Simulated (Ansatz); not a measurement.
**La3TlC (Pm-3m): following an unstable mode**

Aim: this structure of La3TlC (Pm-3m) is to be tested for unstable modes, and one is followed downhill.

Method: DFT PBEsol, scalar-relativistic, plane waves, PAW; PAW set soft_1, in Ansatz 0.2.0.

Most raw output is cut from this account.

## 1. Starting point

The structure is cubic, space group Pm-3m (No. 221). The conventional cell has a = 5.163 Å, b = 5.163 Å, c = 5.163 Å, α = 90.00°, β = 90.00°, γ = 90.00°. La has 2 C at 2.58 Å and 8 La at 3.65 Å and 4 Tl at 3.65 Å nearest. Tl has 12 La at 3.65 Å nearest. Nearest to C lie 6 La at 2.58 Å. Farther neighbours are not listed.

## 2. Response at finite wavevector

The cell comes from relaxations at this level that are not shown. Stability and thermal properties need the whole zone. Linear response on a 2×2×2 q mesh gives force constants as far as a supercell of that size would.

Input file input.yaml:

```yaml
crystal:
  lattice:
    - [5.1631067513, 0.0, 0.0]
    - [0.0, 5.1631067513, 0.0]
    - [0.0, 0.0, 5.1631067513]
  atoms:
    - { symbol: La, position: [0.5, 0.0, 0.5] }
    - { symbol: La, position: [0.0, 0.5, 0.5] }
    - { symbol: La, position: [0.5, 0.5, 0.0] }
    - { symbol: Tl, position: [0.0, 0.0, 0.0] }
    - { symbol: C, position: [0.5, 0.5, 0.5] }
kpoints:
  mp_grid: { grid: [8, 8, 8] }
hamiltonian:
  xc: pbesol
  pseudopotentials: { kind: paw, azcp: { folder: soft_1 }, xc_functional: pbe }
scf:
  occupations: { method: methfessel_paxton, width: 0.2 }
output:
  eigenvalues: true
phonons:
  method: dfpt
  qmesh: [2, 2, 2]
  temperatures: { t_max: 1000, t_step: 50 }
  qpath:
    path:
      - [[0.0, 0.0, 0.0], [0.0, 0.5, 0.0], [0.5, 0.5, 0.0], [0.0, 0.0, 0.0], [0.5, 0.5, 0.5], [0.0, 0.5, 0.0]]
      - [[0.5, 0.5, 0.5], [0.5, 0.5, 0.0]]
    npoints: 10
```

Command:

```bash
ansatz run input.yaml --threads 4 --pin off --max-ram 10240MiB --backend cpu --events-out ev --progress --plain --runs-dir out
```

Wall time 7.8 min (4 threads of Arm Neoverse V1, shared host); peak memory 2 GiB; 30 min of CPU time.

This step gave:

| Quantity | Value |
| --- | --- |
| volume per atom | 27.53 Å³ |
| gap on the k-mesh | 0 eV |
| sum-rule residual before enforcement | 2.86e-5 eV/Å² |
| lowest frequency on the path | -151.1 cm⁻¹ |
| point group | m-3m |
| highest frequency on the path or at a solved wavevector | 383.6 cm⁻¹ |
| highest optical mode at the zone centre (no LO-TO term) | 130.8 cm⁻¹ |
| lowest optical zone-centre mode | -151.1 cm⁻¹ |
| lowest mode on the q mesh (acoustic modes at Γ apart) | -151.1 cm⁻¹ |

Frequencies (cm⁻¹) solved at each irreducible wavevector; negative means imaginary. Frequencies by wavevector, by row:

| q in reciprocal lattice units | star | mode 1 | mode 2 | mode 3 | mode 4 | mode 13 | mode 14 | mode 15 |
| --- | --- | --- | --- | --- | --- | --- | --- | --- |
| 0 0 0 | 1 | -151.1 | -151.1 | -151.1 | -40.9 | 130.8 | 130.8 | 130.8 |
| 0 0 -0.5 | 3 | -97.1 | -97.1 | 45.1 | 45.1 | 130.1 | 130.8 | 377.6 |
| 0 -0.5 -0.5 | 3 | 14.2 | 55.2 | 55.2 | 56.1 | 243 | 371.1 | 371.1 |
| -0.5 -0.5 -0.5 | 1 | -25.1 | -25.1 | -25.1 | 47.9 | 383.6 | 383.6 | 383.6 |

Interpolated from a 2×2×2 q mesh. The phonon branches at the labelled points (cm⁻¹):

| point | branch 1 | branch 2 | branch 3 | branch 4 | branch 12 | branch 13 | branch 14 | branch 15 |
| --- | --- | --- | --- | --- | --- | --- | --- | --- |
| Γ | -151 | -151 | -151 | -41 | 58 | 131 | 131 | 131 |
| halfway | -119 | -119 | 22 | 22 | 127 | 127 | 131 | 245 |
| X | -97 | -97 | 45 | 45 | 130 | 130 | 131 | 378 |
| halfway | 34 | 39 | 47 | 50 | 144 | 179 | 261 | 374 |
| M | 14 | 55 | 55 | 56 | 154 | 243 | 371 | 371 |
| halfway | 15 | 19 | 36 | 41 | 136 | 139 | 253 | 253 |
| Γ | -151 | -151 | -151 | -41 | 58 | 131 | 131 | 131 |
| halfway | 9 | 33 | 33 | 52 | 150 | 273 | 273 | 273 |
| R | -25 | -25 | -25 | 48 | 185 | 384 | 384 | 384 |
| halfway | 25 | 28 | 37 | 53 | 159 | 292 | 292 | 376 |
| X | -97 | -97 | 45 | 45 | 130 | 130 | 131 | 378 |
| jump to R | -25 | -25 | -25 | 48 | 185 | 384 | 384 | 384 |
| halfway | -15 | 29 | 29 | 52 | 171 | 320 | 377 | 377 |
| M | 14 | 55 | 55 | 56 | 154 | 243 | 371 | 371 |

Symmetry leaves 4 wavevectors to solve. The lowest mode among them, the acoustic zeros apart, lies at Γ and is imaginary, 151.1i cm⁻¹, so the energy falls along it.

## 3. The mode frozen in, largest atomic shift 0 Å

The mode followed lies at q = (0, 0, -0.5) with frequency 97.1i cm⁻¹ and is 2-fold degenerate, one of the unstable modes though not the softest. At small amplitude the distorted cell has space group no. 51 by a symmetry search on the positions. The undistorted cell that holds it gives the zero of energy on the same k mesh.

System of this step: La3TlC. It takes space group Pm-3m (No. 221, cubic). The conventional cell has a = 5.163 Å, b = 5.163 Å, c = 5.163 Å, α = 90.00°, β = 90.00°, γ = 90.00°. La has 2 C at 2.58 Å and 8 La at 3.65 Å and 4 Tl at 3.65 Å nearest. Nearest to La lie 2 C at 2.58 Å and 4 Tl at 3.65 Å and 8 La at 3.65 Å. Nearest to Tl lie 12 La at 3.65 Å. Nearest to C lie 6 La at 2.58 Å. Farther neighbours are not listed.

Input file input.yaml:

```yaml
crystal:
  lattice:
    - [5.1631067513, 0.0, 0.0]
    - [0.0, 5.1631067513, 0.0]
    - [0.0, 0.0, 10.3262135025]
  atoms:
    - { symbol: La, position: [0.5, 0.0, 0.25] }
    - { symbol: La, position: [0.5, 0.0, 0.75] }
    - { symbol: La, position: [0.0, 0.5, 0.25] }
    - { symbol: La, position: [0.0, 0.5, 0.75] }
    - { symbol: La, position: [0.5, 0.5, 0.5] }
    - { symbol: La, position: [0.5, 0.5, 0.0] }
    - { symbol: Tl, position: [0.0, 0.0, 0.0] }
    - { symbol: Tl, position: [0.0, 0.0, 0.5] }
    - { symbol: C, position: [0.5, 0.5, 0.25] }
    - { symbol: C, position: [0.5, 0.5, 0.75] }
kpoints:
  mp_grid: { grid: [8, 8, 4] }
hamiltonian:
  xc: pbesol
  pseudopotentials: { kind: paw, azcp: { folder: soft_1 }, xc_functional: pbe }
scf:
  occupations: { method: methfessel_paxton, width: 0.2 }
output:
  forces: true
  stress: true
  eigenvalues: true
```

Wall time 14 s (4 threads); peak memory 1.1 GiB.

Numbers from this step:

```
pressure                         : -2.85e-4 GPa
energy from the undistorted cell : 0 meV/atom
```

The run ends at a pressure of 0.00 GPa.

## 4. The mode frozen in, largest atomic shift 0.08 Å

The atoms are moved along the unstable eigenvector, the largest shift by 0.08 Å, with the cell fixed.

input.yaml, the sections that differ from step 3:

```yaml
crystal:
  lattice:
    - [5.1631067513, 0.0, 0.0]
    - [0.0, 5.1631067513, 0.0]
    - [0.0, 0.0, 10.3262135025]
  atoms:
    - { symbol: La, position: [0.5, -1.14256e-05, 0.25] }
    - { symbol: La, position: [0.5, 1.14256e-05, 0.75] }
    - { symbol: La, position: [0.0, 0.5034637691, 0.25] }
    - { symbol: La, position: [0.0, 0.4965362309, 0.75] }
    - { symbol: La, position: [0.5, 0.5, 0.5] }
    - { symbol: La, position: [0.5, 0.5, 0.0] }
    - { symbol: Tl, position: [0.0, 0.0, 0.0] }
    - { symbol: Tl, position: [0.0, 0.0, 0.5] }
    - { symbol: C, position: [0.5, 0.484505453, 0.25] }
    - { symbol: C, position: [0.5, 0.515494547, 0.75] }
# kpoints, hamiltonian, scf, output: as in step 3
```

Wall time 22 s (4 threads); peak memory 1.3 GiB; 86 s of CPU time.

This step gave:

* pressure: -0.006339 GPa
* energy from the undistorted cell: -0.181 meV/atom

The energy, extrapolated to zero smearing, is -0.18 meV/atom against the undistorted cell.

The run ends at a pressure of -0.01 GPa, with forces up to 0.053 eV/Å.

## 5. Energy along the mode, all amplitudes (two of the runs are shown above)

An imaginary frequency means negative curvature, so the energy should fall and then rise again as anharmonic terms take over.

Numbers from this step:

```yaml
depth_at_the_lowest_point_sampled: 0.181 meV/atom
largest_atomic_shift_at_that_point: 0.08 Å
```

Table of energy from the parent by largest atomic shift:

| largest atomic shift (Å) | energy from the parent (meV/atom) |
| --- | --- |
| 0.0000 | 0 |
| 0.0400 | -0.113 |
| 0.0800 | -0.181 |
| 0.1400 | 0.866 |
| 0.2200 | 6.37 |

Displacement at unit largest shift by atom:

| atom | x (Å) | y (Å) | z (Å) | size |
| --- | --- | --- | --- | --- |
| La1 | 0.00 | 0.00 | 0.00 | 0.00 |
| La2 | 0.00 | 0.00 | 0.00 | 0.00 |
| La3 | 0.00 | 0.22 | 0.00 | 0.22 |
| La4 | 0.00 | -0.22 | 0.00 | 0.22 |
| La5 | 0.00 | 0.00 | 0.00 | 0.00 |
| La6 | 0.00 | 0.00 | 0.00 | 0.00 |
| Tl7 | 0.00 | 0.00 | 0.00 | 0.00 |
| Tl8 | 0.00 | 0.00 | 0.00 | 0.00 |
| C9 | 0.00 | -1.00 | 0.00 | 1.00 |
| C10 | 0.00 | 1.00 | 0.00 | 1.00 |

The lowest of the steps tried is at 0.08 Å, 0.181 meV/atom below the parent; the bottom of the well need not coincide with a step.

## 6. Relaxation from the frozen mode

Starting from the lowest point found, all atoms and the cell are let go, so that strain and other modes of the same symmetry can join in.

input.yaml, as its differences from that of step 4:

```diff
@@ -27 +27,6 @@
   eigenvalues: true
+relax:
+  adjacent_minimum: "off"
+  f_tol: 0.002
+  max_steps: 120
+  cell: { stress_tol: 0.03 }
```

Run time: 4.4 min. Hardware: 4 threads; peak memory 1.4 GiB; 18 min of CPU time.

Relaxation path:

| step | energy less that of the first step (eV) | largest force component (eV/Å) | pressure (GPa) | volume (Å³) |
| --- | --- | --- | --- | --- |
| 1 | 0.0000 | 0.0534 | -0.01 | 275.27 |
| 2 | -0.0039 | 0.0438 | 0.00 | 275.10 |
| 3 | -0.0033 | 0.0556 | -0.01 | 275.24 |
| 4 | -0.0048 | 0.0314 | -0.01 | 275.16 |
| 5 | -0.0060 | 0.0351 | 0.03 | 274.88 |
| 6 | -0.0037 | 0.0627 | -0.14 | 275.33 |
| 7 | -0.0072 | 0.0163 | 0.04 | 274.79 |
| 8 | -0.0074 | 0.0023 | 0.00 | 274.92 |
| 9 | -0.0074 | 0.0022 | 0.00 | 274.91 |
| 10 | -0.0074 | 0.0001 | 0.00 | 274.91 |
| 11* | -0.0075 | 0.0001 | 0.00 | 274.91 |

Relaxation steps marked * repeat the geometry before them on a plane-wave basis chosen anew for their cell, so energy and pressure can jump there. Relaxation steps 3, 6 were tried and not accepted.

The run keeps the 8 symmetry operations that it works with, so distortions that break them were not tested.

| cell as run | before | after | change |
| --- | --- | --- | --- |
| a (Å) | 5.163 | 5.107 | -1.1 % |
| b (Å) | 5.163 | 5.198 | +0.7 % |
| c (Å) | 10.326 | 10.355 | +0.3 % |
| volume (Å³/atom) | 27.53 | 27.49 | -0.1 % |

The atoms that moved most (Å, as changes of fractional coordinates times the final cell):

| atom | dx | dy | dz | length |
| --- | --- | --- | --- | --- |
| La3 | 0.000 | 0.101 | 0.000 | 0.101 |
| La4 | 0.000 | -0.101 | 0.000 | 0.101 |
| La2 | 0.000 | -0.031 | 0.000 | 0.031 |
| La1 | 0.000 | 0.031 | 0.000 | 0.031 |
| C10 | 0.000 | 0.009 | 0.000 | 0.009 |
| C9 | 0.000 | -0.009 | 0.000 | 0.009 |

Final coordinates:

```cif
data_structure
_symmetry_space_group_name_H-M 'P 1'
_symmetry_Int_Tables_number 1
_cell_length_a 5.1073
_cell_length_b 5.1981
_cell_length_c 10.3551
_cell_angle_alpha 90.000
_cell_angle_beta 90.000
_cell_angle_gamma 90.000
_cell_volume 274.91
loop_
_atom_site_label
_atom_site_type_symbol
_atom_site_fract_x
_atom_site_fract_y
_atom_site_fract_z
_atom_site_occupancy
La1 La 0.50000 0.00587 0.25000 1
La2 La 0.50000 0.99413 0.75000 1
La3 La 0.00000 0.52281 0.25000 1
La4 La 0.00000 0.47719 0.75000 1
La5 La 0.50000 0.50000 0.50000 1
La6 La 0.50000 0.50000 0.00000 1
Tl7 Tl 0.00000 0.00000 0.00000 1
Tl8 Tl 0.00000 0.00000 0.50000 1
C9 C 0.50000 0.48280 0.25000 1
C10 C 0.50000 0.51720 0.75000 1
```

Numbers from this step:

```
pressure        : 4.59e-4 GPa
volume per atom : 27.49 Å³
```

The distorted start has space group Pmma; the relaxation ends in Pmma.

## 7. The new phase in its own primitive cell

The relaxed structure is symmetrised, reduced to its primitive cell and relaxed tightly, as its phonons need.

input.yaml, the sections that differ from step 6:

```yaml
crystal:
  lattice:
    - [10.3550884996, 0.0, 0.0]
    - [0.0, 5.1072814193, 0.0]
    - [0.0, 0.0, 5.1980712156]
  atoms:
    - { symbol: La, position: [0.25, 0.5, 0.005872516] }
    - { symbol: La, position: [0.75, 0.5, 0.994127484] }
    - { symbol: La, position: [0.25, 0.0, 0.5228070466] }
    - { symbol: La, position: [0.75, 0.0, 0.4771929534] }
    - { symbol: La, position: [0.5, 0.5, 0.5] }
    - { symbol: La, position: [0.0, 0.5, 0.5] }
    - { symbol: Tl, position: [0.0, 0.0, 0.0] }
    - { symbol: Tl, position: [0.5, 0.0, 0.0] }
    - { symbol: C, position: [0.25, 0.5, 0.4827976036] }
    - { symbol: C, position: [0.75, 0.5, 0.5172023964] }
kpoints:
  mp_grid: { grid: [4, 8, 8] }
relax:
  adjacent_minimum: "off"
  f_tol: 0.001
  max_steps: 60
  cell: { stress_tol: 0.01 }
# hamiltonian, scf, output: as in step 6
```

Run time: 70 s. Hardware: 4 threads; peak memory 1.4 GiB; 4.6 min of CPU time.

Little changed from the start: no atom moved by 0.005 Å and no cell edge by 0.1 %.

This step gave:

```yaml
pressure: 4.60e-4 GPa
```

The largest force component left is 0.14 meV/Å and the pressure is 0.000 GPa, within the tolerances set. The cell now holds 27.49 Å³/atom.

## 8. Modes of the new phase, k-mesh 4×8×8

A relaxed structure may still be a saddle point, so its zone-centre modes are computed. No field response is asked, since the mesh shows no gap.

input.yaml, as its differences from that of step 7:

```diff
@@ -24,9 +24,4 @@
 output:
-  forces: true
-  stress: true
   eigenvalues: true
-relax:
-  adjacent_minimum: "off"
-  f_tol: 0.001
-  max_steps: 60
-  cell: { stress_tol: 0.01 }
+phonons:
+  method: dfpt
```

Run time: 9.5 min. Hardware: 4 threads; peak memory 5.9 GiB.

The run was cut off at the time limit after its SCF cycle had converged; no result of it is taken.

The program's message: “Warning:”

## 9. Outcome

```yaml
unstable_mode_of_the_parent: q = (0, 0, -0.5), 97i cm⁻¹
depth_at_the_lowest_point_sampled: 0.181 meV/atom
largest_atomic_shift_at_that_point: 0.08 Å
space_group_reached_within_0p01_a: Pmma
energy_gained_over_the_parent_first_relaxation_on_the_mesh_of_the_frozen_mode: 0.911 meV/atom
volume_per_atom_phase_reached: 27.5 Å³
```

Along this mode the structure falls into Pmma, 0.911 meV/atom below the parent. At the parent's cell the well is 0.181 meV/atom deep on the steps tried, with its lowest point at a shift of 0.08 Å. Relaxing atoms and cell changes the gain by +0.73 meV/atom against the lowest step (energies at zero smearing). Most of the total comes from this relaxation. The modes of the phase reached were not computed on this path. How so shallow a well moves with the k mesh was not tested. Of the 5 patterns followed to their end from this parent, this one ends 5.04 meV/atom above the lowest, Amm2. Another end point lies within 1 meV/atom; how such a difference moves with mesh and cutoff was not tested. Each path keeps the symmetry of its pattern, so a lower phase may lie along a pattern not tried. With no gap, or one that is small against the smearing, the frequencies hang on the k mesh and the smearing, most of all near Kohn anomalies. Spin-orbit coupling is left out, which can matter for the heavy elements here. The PAW files were made for PBE and serve the other functionals too. A phonon run warned that its eigensolver left some bands unconverged in a pass.

[Logs are printed without paths, hosts, clocks, repeated set-up lines and the standing remarks that a program may print on its own settings, such as how far it seeks lower states.]

[Hosts, paths, dates, database ids (printed as entryN), source tags and the programs' standing remarks are cut or masked in the printed files.]
